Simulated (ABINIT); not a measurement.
# TiO2 (Anatase): Bethe-Salpeter spectra with ABINIT

Aim: the absorption spectrum of TiO2 (Anatase) with electron-hole interaction, and what each part of the kernel does.

Program: ABINIT 10.8.3. Level of theory: PBE and many-body steps on it, plane waves. Results are calculated unless marked as measured.

### 1. The structure

It takes space group I4_1/amd (No. 141, tetragonal). The conventional cell has a = 3.784 Å, b = 3.784 Å, c = 9.515 Å, α = 90.00°, β = 90.00°, γ = 90.00°. Nearest to Ti lie 6 O at 1.93 to 1.98 Å. Nearest to O lie 3 Ti at 1.93 to 1.98 Å. Farther neighbours and most contacts between anions are not listed.

The cell and positions come from the Crystallography Open Database and are kept as given unless a step says otherwise.

### 2. Empty states on the mesh, 4×4×4 mesh, 93 bands

This step: ABINIT 10.8.3; DFT, PBE, plane waves, norm-conserving pseudopotentials.

The sums over transitions need many empty states on a uniform mesh; this step solves for them.

Input file run.abi:

```
acell 3*1.0 Angstrom
rprim 
  -1.892100000000 1.892100000000 4.757300000000
  1.892100000000 -1.892100000000 4.757300000000
  1.892100000000 1.892100000000 -4.757300000000
ntypat 2
znucl 22 8
natom 6
typat 1 1 2 2 2 2
xred 
  0.000000000000 0.000000000000 0.000000000000
  0.750000000000 0.250000000000 0.500000000000
  0.208100000000 0.208100000000 0.000000000000
  0.958100000000 0.458100000000 0.500000000000
  0.541900000000 0.041900000000 0.500000000000
  0.791900000000 0.791900000000 0.000000000000
pp_dirpath "pseudos"
pseudos "Ti.upf, O.upf"
ecut 38
ngkpt 4 4 4
nshiftk 1
shiftk 0 0 0
kptopt 1
chksymbreak 0
iscf -2
irdden 1
istwfk *1
nband 93
nbdbuf 8
tolwfr 1e-09
nstep 60
prtvol 0
indata_prefix "in"
outdata_prefix "out"
tmpdata_prefix "tmp"
```

Command:

```bash
OMP_NUM_THREADS=1 mpirun -n 4 abinit run.abi > log
```

Numbers of over 12 decimals in the logs are rounded to 6 here.

Output:

```text
.Version 10.8.3 of ABINIT. v10.8.2 released Aug 2026.

 Symmetries : space group I4_1/a m d (#141); Bravais tI (body-center tetrag.)
[... echo of the input left out ...]
== DATASET  1 ==================================================================
-   mpi_nproc: 4, omp_nthreads: 1 (-1 if OMP is not activated)

--- !DatasetInfo
iteration_state: {dtset: 1, }
dimensions: {natom: 6, nkpt: 13, mband: 93, nsppol: 1, nspinor: 1, nspden: 1, mpw: 5174, }
cutoff_energies: {ecut:  38.0, pawecutdg:  -1.0, }
[...]
1.64290    1.68029    1.69193    1.69301    1.73490    1.75310    1.76994    1.76994
   1.77520    1.77520    1.78775    1.83370    1.83370    1.86040    1.89462    1.90134
   1.90134    1.95046    1.95844    1.95909    1.95981
 prteigrs : prtvol=0 or 1, do not print more k-points.

== END DATASET(S) ==============================================================
================================================================================

 -outvars: echo values of variables after computation  --------
            nband          93
             nkpt          13
          spgroup         141
 [... the other variables as echoed above ...]

 Calculation completed.
```

Elapsed: 77 s, on 4 MPI ranks of Arm Neoverse V2, shared host; peak memory 0.42 GiB; 5.1 min of CPU time.

Numbers from this step:

```yaml
gap: 2.189 eV
k_of_the_valence_top: 0.5, 0.5, 0
k_of_the_conduction_bottom: 0, 0, 0
least_direct_gap: 2.492 eV
k_points_computed: 13
lowest_point_of_the_top_converged_band_above_the_valence_top: 45.80 eV
```

On this mesh the gap is 2.189 eV.

The density comes from a self-consistent run that is not shown.

### 3. Screening, 4×4×4 mesh, 85 bands, screening to 119.7 eV

The RPA dielectric matrix is built and inverted for each q.

This step: RPA screening on PBE, plane waves, norm-conserving pseudopotentials.

Changes to run.abi since step 2:

```diff
@@ -24,10 +24,11 @@
 chksymbreak 0
-iscf -2
-irdden 1
 istwfk *1
-nband 93
-nbdbuf 8
-tolwfr 1e-09
-nstep 60
-prtvol 0
+occopt 1
+irdwfk 1
+optdriver 3
+nband 85
+ecuteps 4.4
+inclvkb 2
+awtr 1
+symchi 1
 indata_prefix "in"
```

Output:

```text
.Version 10.8.3 of ABINIT. v10.8.2 released Aug 2026.

 Symmetries : space group I4_1/a m d (#141); Bravais tI (body-center tetrag.)
[... echo of the input left out ...]
== DATASET  1 ==================================================================
-   mpi_nproc: 4, omp_nthreads: 1 (-1 if OMP is not activated)

--- !DatasetInfo
iteration_state: {dtset: 1, }
dimensions: {natom: 6, nkpt: 13, mband: 85, nsppol: 1, nspinor: 1, nspden: 1, mpw: 5174, }
cutoff_energies: {ecut:  38.0, pawecutdg:  -1.0, }
[...]
--------------------------------------------------------------------------------
[... chi0 elements left out ...]
 For q-point:  0.000010 0.000020 0.000030
  dielectric constant =   6.6764
  dielectric constant without local fields =   7.0245

  Average fulfillment of the sum rule on Im[epsilon] for q-point    1 :     45.40  [%]
[... wings left out ...]
  q-point number  2        q = ( 0.250000, 0.000000, 0.000000) [r.l.u.]
--------------------------------------------------------------------------------
[... chi0 elements left out ...]
  Average fulfillment of the sum rule on Im[epsilon] for q-point    2 :     58.17  [%]

 [... 11 further q-points ...]
```

Run time: 16 min. Hardware: 4 MPI ranks; peak memory 13 GiB; 65 min of CPU time.

Numbers from this step:

- ε∞ with local fields, on this mesh, along the program's q direction: 6.676
- the same without local fields: 7.024
- plasma frequency: 31.17 eV
- plane waves in the screening matrix: 205

Local fields lower ε∞ by 5 %.

### 4. Self-energy, 4×4×4 mesh, 85 bands, screening to 119.7 eV

The self-energy is evaluated for the states that the input lists, and the levels follow from it, in one-shot runs by the linearised quasiparticle equation.

This step: G0W0 on PBE, plane waves, norm-conserving pseudopotentials.

Changes to run.abi since step 3:

```diff
@@ -27,8 +27,19 @@
 irdwfk 1
-optdriver 3
+optdriver 4
 nband 85
+gwcalctyp 0
+ecutsigx 38
+symsigma 1
+nkptgw 3
+kptgw 
+  0.5000000000 0.5000000000 0.0000000000
+  0.0000000000 0.0000000000 0.0000000000
+  -0.2500000000 -0.2500000000 0.2500000000
+bdgw 
+  23 26
+  23 26
+  23 26
 ecuteps 4.4
-inclvkb 2
-awtr 1
-symchi 1
+irdscr 1
+ppmodel 1
 indata_prefix "in"
```

Output:

```text
.Version 10.8.3 of ABINIT. v10.8.2 released Aug 2026.

 Symmetries : space group I4_1/a m d (#141); Bravais tI (body-center tetrag.)
[... echo of the input left out ...]
== DATASET  1 ==================================================================
-   mpi_nproc: 4, omp_nthreads: 1 (-1 if OMP is not activated)

--- !DatasetInfo
iteration_state: {dtset: 1, }
dimensions: {natom: 6, nkpt: 13, mband: 85, nsppol: 1, nspinor: 1, nspden: 1, mpw: 5174, }
cutoff_energies: {ecut:  38.0, pawecutdg:  -1.0, }
[...]
Band     E0 <VxcDFT>   SigX SigC(E0)      Z dSigC/dE  Sig(E)    E-E0       E
[...]
25   6.385 -19.488 -11.831  -5.255   0.785  -0.274 -17.603   1.885   8.270
       26   6.912 -20.310 -12.031  -5.677   0.778  -0.286 -18.286   2.024   8.935

== END DATASET(S) ==============================================================
================================================================================

 -outvars: echo values of variables after computation  --------
           etotal      0.0000000000E+00
            nband          85
             nkpt          13
          spgroup         141
 [... the other variables as echoed above ...]

 Calculation completed.
```

Run time: 38 s. Hardware: 4 MPI ranks; peak memory 7.5 GiB.

This step gave:

```yaml
g0w0_gap_on_the_points_computed: 3.748 eV
starting_gap_on_the_mesh: 2.189 eV
k_of_the_valence_top: 0.5, 0.5, 0
k_of_the_conduction_bottom: 0, 0, 0
least_direct_g0w0_gap_on_the_computed_points: 4.083 eV
```

The gap on the mesh goes from 2.19 eV to 3.75 eV, a correction of +1.56 eV.

The gap opens by 1.559 eV; the next steps shift the empty bands rigidly by 1.559 eV.

### 5. Excitons

Light makes an electron and a hole together. The Bethe-Salpeter equation adds their screened attraction and their exchange, in a window of bands around the gap.

This step: Bethe-Salpeter equation on PBE with a scissors shift, plane waves, norm-conserving pseudopotentials.

Changes to run.abi since step 4:

```diff
@@ -27,19 +27,17 @@
 irdwfk 1
-optdriver 4
-nband 85
-gwcalctyp 0
-ecutsigx 38
-symsigma 1
-nkptgw 3
-kptgw 
-  0.5000000000 0.5000000000 0.0000000000
-  0.0000000000 0.0000000000 0.0000000000
-  -0.2500000000 -0.2500000000 0.2500000000
-bdgw 
-  23 26
-  23 26
-  23 26
-ecuteps 4.4
+optdriver 99
+bs_calctype 1
+mbpt_sciss 1.559 eV
+bs_loband 19
+nband 30
+bs_exchange_term 1
+bs_coulomb_term 11
+bs_coupling 0
+bs_algorithm 1
+bs_freq_mesh 0 10 0.1 eV
+zcut 0.15 eV
+ecuteps 4
+ecutwfn 19
+inclvkb 2
 irdscr 1
-ppmodel 1
 indata_prefix "in"
```

Output:

```text
.Version 10.8.3 of ABINIT. v10.8.2 released Aug 2026.

 Symmetries : space group I4_1/a m d (#141); Bravais tI (body-center tetrag.)
[... echo of the input left out ...]
== DATASET  1 ==================================================================
-   mpi_nproc: 4, omp_nthreads: 1 (-1 if OMP is not activated)

--- !DatasetInfo
iteration_state: {dtset: 1, }
dimensions: {natom: 6, nkpt: 13, mband: 30, nsppol: 1, nspinor: 1, nspden: 1, mpw: 1829, }
cutoff_energies: {ecut:  19.0, pawecutdg:  -1.0, }
electrons: {nelect:   4.80000000E+01, charge:   0.00000000E+00, occopt:   1.00000000E+00, tsmear:   1.00000000E-02, }

 Exciton: Calculation of dielectric properties by solving the Bethe-Salpeter equation
 in frequency domain and reciprocal space on a transitions basis set.
 Based on a program developed by L. Reining, V. Olevano, F. Sottile,
 S. Albrecht, and G. Onida. Incorporated in ABINIT by M. Giantomassi.

.Using double precision arithmetic ; gwpc =  8

[... cell and pseudopotentials left out ...]
--------------------------------------------------------------------------------

 ==== K-mesh for the wavefunctions ====
 Number of points in the irreducible wedge :    13
[... list of points left out ...]
 Together with 16 symmetry operations and time-reversal symmetry
 yields    64 points in the full Brillouin Zone.

 ==== Q-mesh for the screening function ====
 Number of points in the irreducible wedge :    13
[... list of points left out ...]
 Together with 16 symmetry operations and time-reversal symmetry
 yields    64 points in the full Brillouin Zone.

 vcoul_init : cutoff-mode = AUXILIARY_FUNCTION
 q-points for optical limit:   1
     1)      0.000010    0.000020    0.000030
 setmesh: FFT mesh size selected  =    60x   60x   60
          total number of points  =       216000

 ==== Fundamental parameters for the solution of the Bethe-Salpeter equation: ====
 Algorithm: Direct diagonalization.
 Dimension of the v, W matrices,  npweps  = 173
 Cutoff for the wavefunctions,    npwwfn  = 1805
 Number of k-points in the IBZ,   nkibz   = 13
 Highest empty band included,     nband   = 30
 === Spin UP ===
 Number of resonant transitions          2304
 Lowest occupied state                   19
 Highest occupied state                  24
 Lowest unoccupied state                 25
 Highest unoccupied state                30
 Minimum frequency [eV]           Emin    =   0.00
 Maximum frequency [eV]           Emax    =  10.00
 Frequency step [eV]              dE      =   0.10
 Lorentzian broadening [eV]       eta     =   0.15
 RPA L0 with KS energies and KS wavefunctions
 Scissors operator energy [eV] =          1.56
 Local fields effects (v term) included
 Excitonic effects (W term) included
 Full W_GG' included
 W is read from an external SCR file
 Resonant-only calculation (Hermitian case)

 Calculating epsilon_Macro(q-->0,w), along the following directions:
 q = (  1.057558  0.000000  0.000000) [r.l.u.]
 q = (  0.000000  1.057558  0.000000) [r.l.u.]
 q = (  0.000000  0.000000  0.804782) [r.l.u.]
 q = ( -0.569067  0.569067  0.569067) [r.l.u.]
 q = (  0.569067 -0.569067  0.569067) [r.l.u.]
 q = (  1.430802  1.430802 -1.430802) [r.l.u.]
 Number of electrons calculated from density =   47.9593; Expected =   48.0000
 average of density, n =  0.104320
 r_s =    1.3178
 omega_plasma =   31.1558 [eV]

. Writing resonant excitonic Hamiltonian on file out_BSR; file size=   0.04 [Gb].
 Direct diagonalization of the resonant excitonic Hamiltonian, Matrix size= 2304
. Using LAPACK sequential version.
 Excitonic eigenvalues in eV up to n=   32
   3.62404   3.62451   3.66477   3.66513   3.84863   3.84870   3.85982   3.85995
   3.86930   3.86948   4.09673   4.11182   4.11192   4.20605   4.20689   4.23437
   4.23464   4.39118   4.40479   4.41331   4.41739   4.43646   4.46289   4.47010
   4.47549   4.49003   4.49215   4.49704   4.51924   4.52015   4.52312   4.52407

 First excitonic eigenvalue=    3.62 [eV]
 Last  excitonic eigenvalue=    9.38 [eV]

 GW  direct gap       4.05  0.00 [eV]
 EXC direct gap       3.62  0.00 [eV]
 EXC binding energy   0.43  0.00 [eV]

 Excitonic eigenvalues up to the GW energy gap [eV]
  1 (  3.62  0.00)
  2 (  3.62  0.00)
  3 (  3.66  0.00)
  4 (  3.67  0.00)
  5 (  3.85  0.00)
  6 (  3.85  0.00)
  7 (  3.86  0.00)
  8 (  3.86  0.00)
  9 (  3.87  0.00)
 10 (  3.87  0.00)

 Macroscopic dielectric function:
 omega [eV] <KS_RPA_nlf>  <GW_RPA_nlf>  <BSE>
   0.0000   4.2924   0.0000   3.3596   0.0000   3.6283   0.0000
   0.1000   4.2947   0.0070   3.3604   0.0024   3.6294   0.0033
   0.2000   4.3017   0.0141   3.3628   0.0047   3.6327   0.0067
   0.3000   4.3133   0.0213   3.3667   0.0071   3.6383   0.0101
   0.4000   4.3299   0.0287   3.3722   0.0095   3.6461   0.0136
   0.5000   4.3514   0.0365   3.3794   0.0120   3.6563   0.0171
   0.6000   4.3782   0.0447   3.3882   0.0145   3.6689   0.0208
   0.7000   4.4106   0.0535   3.3987   0.0171   3.6839   0.0245
   0.8000   4.4490   0.0629   3.4110   0.0198   3.7015   0.0285
   0.9000   4.4938   0.0732   3.4250   0.0226   3.7217   0.0326

 Writing KS-RPA macroscopic dielectric function without local fields to file: out_RPA_NLF_MDF
 Writing GW-RPA macroscopic dielectric function without local fields to file: out_GW_NLF_MDF
 Writing EXC Macroscopic dielectric function to file: out_EXC_MDF

== END DATASET(S) ==============================================================
================================================================================

 -outvars: echo values of variables after computation  --------
           etotal      0.0000000000E+00
            nband          30
             nkpt          13
          spgroup         141
 [... the other variables as echoed above ...]

 Calculation completed.
```

The job ended after 31 min (4 MPI ranks; peak memory 2.8 GiB; 2.1 h of CPU time).

This step gave:

```
direct gap of the transition levels                            : 4.051 eV
transitions in the window                                      : 2304
first strong exciton (over a fiftieth of the strongest listed) : 3.624 eV
lowest state                                                   : 3.624 eV
binding of the lowest state below the direct gap               : 0.4271 eV
Coulomb term of one mesh cell                                  : 0.3749 eV
```

The binding is 1.1 times the screened Coulomb term of one mesh cell (0.37 eV), so it is not shown settled.

The lowest state lies at 3.624 eV, 0.427 eV under the direct gap.

Lines within 3 meV are set at the lowest of them, and the highest group, which the list may cut short, is left out. Exciton lines, with heights relative to the strongest:

| position (eV) | lines merged | oscillator strength, relative |
| --- | --- | --- |
| 3.624 | 2 | 100 |
| 3.665 | 2 | 0.0 |
| 3.849 | 2 | 0.7 |
| 3.860 | 2 | 0.0 |
| 3.869 | 2 | 12 |
| 4.097 | 1 | 0.0 |
| 4.112 | 2 | 0.0 |
| 4.206 | 2 | 0.0 |

The ε₂ has structure finer than the step of the table below, so its rows give means over 0.5 eV, whole bins alone (the curve runs from 0 to 10 eV). Peaks (eV: height): BSE 3.60: 4.22, 4.80: 9.55, 5.40: 8.30; no electron-hole interaction 4.10: 3.07, 5.80: 9.68; Kohn-Sham, no shift 2.60: 3.16, 4.30: 9.57.

Mean over the three Cartesian directions of q; broadening 0.15 eV; transition window only. Limits: finite bands, cutoff and mesh; exciton not shown settled in the k mesh. Table of ε₂ by photon energy; means over each step:

```
photon energy (eV)     BSE  no electron-hole interaction  Kohn-Sham, no shift
               0.5  0.0165                        0.0116               0.0352
               1.0  0.0356                        0.0246               0.0817
               1.5  0.0612                        0.0407                0.167
               2.0   0.102                        0.0634                0.463
               2.5   0.182                        0.0998                 2.25
               3.0   0.445                         0.172                 2.28
               3.5    2.54                         0.407                 6.40
               4.0    2.30                          2.08                 8.29
               4.5    6.41                          2.15                 7.12
               5.0    8.05                          5.95                 5.17
               5.5    7.33                          8.07                 4.14
               6.0    4.87                          7.63                 2.04
               6.5    3.82                          5.16                0.735
               7.0    2.05                          4.37                0.302
               7.5   0.765                          2.30                0.136
               8.0   0.377                         0.820               0.0879
               8.5   0.226                         0.337               0.0602
               9.0   0.247                         0.149               0.0449
               9.5  0.0896                        0.0945               0.0349
```

[end of part 1 of 2]

[Paths, hosts, dates, memory and timing lines, banners, echoed tables and standing remarks are left out of the program output.]

[Logs are printed without paths, hosts, clocks, repeated set-up lines and the standing remarks that a program may print on its own settings, such as how far it seeks lower states.]

[Runs of the session that timed out or met a known fault of the program may be left out.]

[Hosts, paths, dates, database ids (printed as entryN), source tags and the programs' standing remarks are cut or masked in the printed files.]

[G0W0 gaps are taken among the corrected bands and points alone; a level outside them can change the order at an edge.]

[Where Ansatz stands beside ABINIT at settings called matched, ABINIT's density can come from a denser mesh and the files from another edition; pairs whose starting gaps differed by over 0.03 eV were left out, so agreement reads better than it is.]
